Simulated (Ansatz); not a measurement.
# PtSe2 monolayer (1T): the cell at rest, part 2 of 2

Wanted: the relaxed cell of PtSe2 monolayer (1T).

Ansatz 0.2.0; DFT PBE, scalar-relativistic, plane waves, PAW.

So far. Step 2 (Probe on a coarse mesh): The coarse mesh shows a gap of 1.01 eV.

## Step 5: Relaxing to small forces for the phonons

Phonons need a cell at rest on their own settings, so the relaxation is repeated with tight tolerances on forces and stress, using the mesh and the filling of the phonon run that follows.

The input, input.yaml:

```yaml
crystal:
  lattice:
    - [3.7484395868, 0.0, 0.0]
    - [-1.8742197934, 3.2462439067, 0.0]
    - [0.0, 0.0, 29.9272]
  atoms:
    - { symbol: Pt, position: [0.0, 0.0, 0.3341441899] }
    - { symbol: Se, position: [0.3333333333, 0.6666666667, 0.3778523411] }
    - { symbol: Se, position: [0.6666666667, 0.3333333333, 0.2904360387] }
  periodic: [true, true, false]
kpoints:
  mp_grid: { grid: [9, 9, 1] }
hamiltonian:
  xc: pbe
scf:
  occupations: { method: fixed }
output:
  forces: true
  stress: true
  eigenvalues: true
  write_density: true
  write_potential: true
  elf: true
  volumetric_format: npy
relax:
  adjacent_minimum: "off"
  f_tol: 0.001
  max_steps: 60
  cell: { stress_2d_tol: 0.002 }
```

The run is started by

```bash
ansatz run input.yaml --threads 8 --pin off --max-ram 14336MiB --backend cpu --events-out ev --progress --plain --runs-dir out
```

Numbers of over 12 decimals in the logs are rounded to 6 here.

What it wrote:

```text
[...]
Crystal: 3 atoms, lattice volume = 364.165 Å³
Basis set: ecut = 420 eV, 7157 PW (Γ), exchange–correlation on 54×54×432 points (8 copies of the dense FFT grid, shifted against one another)
Bands: 30, of which v1, the nominal top of the filled ones, is band 25 counted from 1 (24 counted from 0)
Symmetry: 12 space group operations
[...]
k-points: 12 of 81
[...]
° read free of the cell's end (the report's vacuum.weakly_bound_levels)
--- Relaxed structure (3 steps of the walk, 3 accepted, 1 SCFs on fresh bases) ---
[...]
cell:  # Å, volume = 364.0896 Å³
    - [3.748054, 0.0, 0]
    - [-1.874027, 3.245910, 0]
    - [0, 0, 29.9272]
  atoms:
    - { symbol: Pt, position: [0, 0, 0.3341441899] }
    - { symbol: Se, position: [0.333333, 0.666667, 0.377856] }
    - { symbol: Se, position: [0.666667, 0.333333, 0.290433] }
[key lines of the parts left out:]
SCF converged after 9 iterations
Free energy (F): -23462.359460 eV
Fermi energy:    -5.731216 eV
P = ½ c Tr σ = 0.0005 N/m
```

The job ended after 6.8 s (8 threads of Arm Neoverse V1, shared host; peak memory 0.98 GiB).

Little changed from the start: no atom moved by 0.005 Å and no cell edge by 0.1 %.

Numbers from this step:

```yaml
direct_gap_on_mesh: 1.512 eV
area_per_atom: 4.055 Å²
```

ELF in the ac plane at fractional y = 0.333, with atoms of Se within 0.2 Å of it. It is the smooth field of the valence electrons, not physical close to the nuclei.

Ten even steps from '0' (0.00) to '9' (0.81), each cell a mean:
```
00000000000000
00000000000000
00000000000000
00000000000000
00000000000000
00000000000000
00000000000000
00000000000000
00000000000000
00000000000000
00000000000000
00000000000000
00000000000000
23332100000001
67887521000014
45554321111123
43334678656786
51013799989998
10000246677653
00000000000000
00000000000000
00000000000000
00000000000000
00000000000000
```
Columns run along a (3.7 Å), rows up along c (29.9 Å). Atoms in or near the plane, at fractional coordinates: Se at (0.67, 0.29).

Valence density in the ac plane at fractional y = 0.333, with atoms of Se within 0.2 Å of it. It is the smooth field of the valence electrons, not physical close to the nuclei.

Values in e/Å³, 24 rows by 14 columns, each cell a mean:
```
 0  0  0  0  0  0  0  0  0  0  0  0  0  0
 0  0  0  0  0  0  0  0  0  0  0  0  0  0
 0  0  0  0  0  0  0  0  0  0  0  0  0  0
 0  0  0  0  0  0  0  0  0  0  0  0  0  0
 0  0  0  0  0  0  0  0  0  0  0  0  0  0
 0  0  0  0  0  0  0  0  0  0  0  0  0  0
 0  0  0  0  0  0  0  0  0  0  0  0  0  0
 0  0  0  0  0  0  0  0  0  0  0  0  0  0
 0  0  0  0  0  0  0  0  0  0  0  0  0  0
 0  0  0  0  0  0  0  0  0  0  0  0  0  0
 0  0  0  0  0  0  0  0  0  0  0  0  0  0
 0  0  0  0  0  0  0  0  0  0  0  0  0  0
 0  0  0  0  0  0  0  0  0  0  0  0  0  0
 0  0  0  0  0  0  0  0  0  0  0  0  0  0
 0  0  0  0  0  0  0  0  0  0  0  0  0  0
 0  0  1  1  0  0  0  0  0  0  0  0  0  0
 0  0  0  0  0  0  1  2  6 11  9  3  1  0
 0  0  0  0  0  0  0  1  4  8  6  2  1  0
 0  0  0  0  0  0  0  0  0  0  0  0  0  0
 0  0  0  0  0  0  0  0  0  0  0  0  0  0
 0  0  0  0  0  0  0  0  0  0  0  0  0  0
 0  0  0  0  0  0  0  0  0  0  0  0  0  0
 0  0  0  0  0  0  0  0  0  0  0  0  0  0
 0  0  0  0  0  0  0  0  0  0  0  0  0  0
```
Columns run along a (3.7 Å), rows up along c (29.9 Å). Atoms in or near the plane, at fractional coordinates: Se at (0.67, 0.29).

Electrostatic potential energy in the ac plane at fractional y = 0.333, with atoms of Se within 0.2 Å of it. With pseudopotentials it is smooth inside the atoms' cores, unlike the true potential.

Ten even steps from '_' (-11 eV) to '@' (0 eV), each cell a mean:
```
@@@@@@@@@@@@@@@@@@@@@@@@@@@@
@@@@@@@@@@@@@@@@@@@@@@@@@@@@
@@@@@@@@@@@@@@@@@@@@@@@@@@@@
@@@@@@@@@@@@@@@@@@@@@@@@@@@@
@@@@@@@@@@@@@@@@@@@@@@@@@@@@
@@@@@@@@@@@@@@@@@@@@@@@@@@@@
@@@@@@@@@@@@@@@@@@@@@@@@@@@@
@@@@@@@@@@@@@@@@@@@@@@@@@@@@
@@@@@@@@@@@@@@@@@@@@@@@@@@@@
@@@@@@@@@@@@@@@@@@@@@@@@@@@@
@@@@@@@@@@@@@@@@@@@@@@@@@@@@
@@@@@@@@@@@@@@@@@@@@@@@@@@@@
@@@@@@@@@@@@@@@@@@@@@@@@@@@@
@@@@@@@@@@@@@@@@@@@@@@@@@@@@
**++====++##%%%%%%@@@@%%%%##
==..__..--++####%%%%%%####**
==++====++--..__________..::
##%%@@%%%%**--....__....::==
@@@@@@@@@@@@@@@@@@@@@@@@@@@@
@@@@@@@@@@@@@@@@@@@@@@@@@@@@
@@@@@@@@@@@@@@@@@@@@@@@@@@@@
@@@@@@@@@@@@@@@@@@@@@@@@@@@@
@@@@@@@@@@@@@@@@@@@@@@@@@@@@
@@@@@@@@@@@@@@@@@@@@@@@@@@@@
```
Columns run along a (3.7 Å; values clipped at the 3rd and 97th percentile), rows up along c (29.9 Å). Atoms in or near the plane, at fractional coordinates: Se at (0.67, 0.29).

The largest force component left is 0.28 meV/Å, within the tolerances set.

## Step 6: Outcome

- space group after relaxation (within 0.01 Å): P-3m1
- lattice constant a: 3.748 Å
- lattice constant b: 3.748 Å
- area per atom: 4.05 Å²
- gap on the k-mesh: 1.39 eV

The largest force component left is 0.28 meV/Å, within the tolerances set. The relaxation keeps the symmetry of its start, so it says nothing on stability against lower symmetry. Spin-orbit coupling is left out, which can matter for the heavy elements here. The starting cell was built on a prototype and not taken from a measurement.

[Logs are printed without paths, hosts, clocks, repeated set-up lines and the standing remarks that a program may print on its own settings, such as how far it seeks lower states.]

[Hosts, paths, dates, database ids (printed as entryN), source tags and the programs' standing remarks are cut or masked in the printed files.]
